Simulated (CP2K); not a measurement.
Two runs for the C K edge of ethylene sulfite. Run A: CP2K XAS_TDP, all-electron GAPW, PBEh(45%), aug-cc-pVDZ, TDA, no relativity. Run B differs in one setting.

First lines with a strength over 0.0015. A:

```tsv
atom	energy (eV)	states	strength, one atom
C4 (bonded to C, O and 2 H)	284.76	1	0.0448
	285.72	1	0.0110
	286.24	1	0.0197
	286.31	1	0.0067
	287.66	1	0.0077
```

B:

```tsv
atom	energy (eV)	states	strength, one atom
C4 (bonded to C, O and 2 H)	269.93	1	0.0030
	270.89	1	0.0021
	271.22	1	0.0031
	271.51	1	0.0030
	271.80	1	0.0016
```

Which was it: GW2X switched on, the functional, the basis, scalar relativity switched on?

The functional (functional from PBEh(45%) to PBE; the lines alone don't name the new value). A functional moves all lines by electronvolts and changes their spacings and strengths. Against PBEh(45%) in aug-cc-pVDZ, the leading line moves by -14.83 eV, to 269.93 eV; the strength of C4's goes from 0.0448 to 0.0030, so the two may not be the same state.

[Banner, clock and machine lines of the logs are left out without a mark of their own.]

[Logs are printed without paths, hosts, clocks, repeated set-up lines and the standing remarks that a program may print on its own settings, such as how far it seeks lower states.]

[Hosts, paths, dates, database ids (printed as entryN), source tags and the programs' standing remarks are cut or masked in the printed files.]
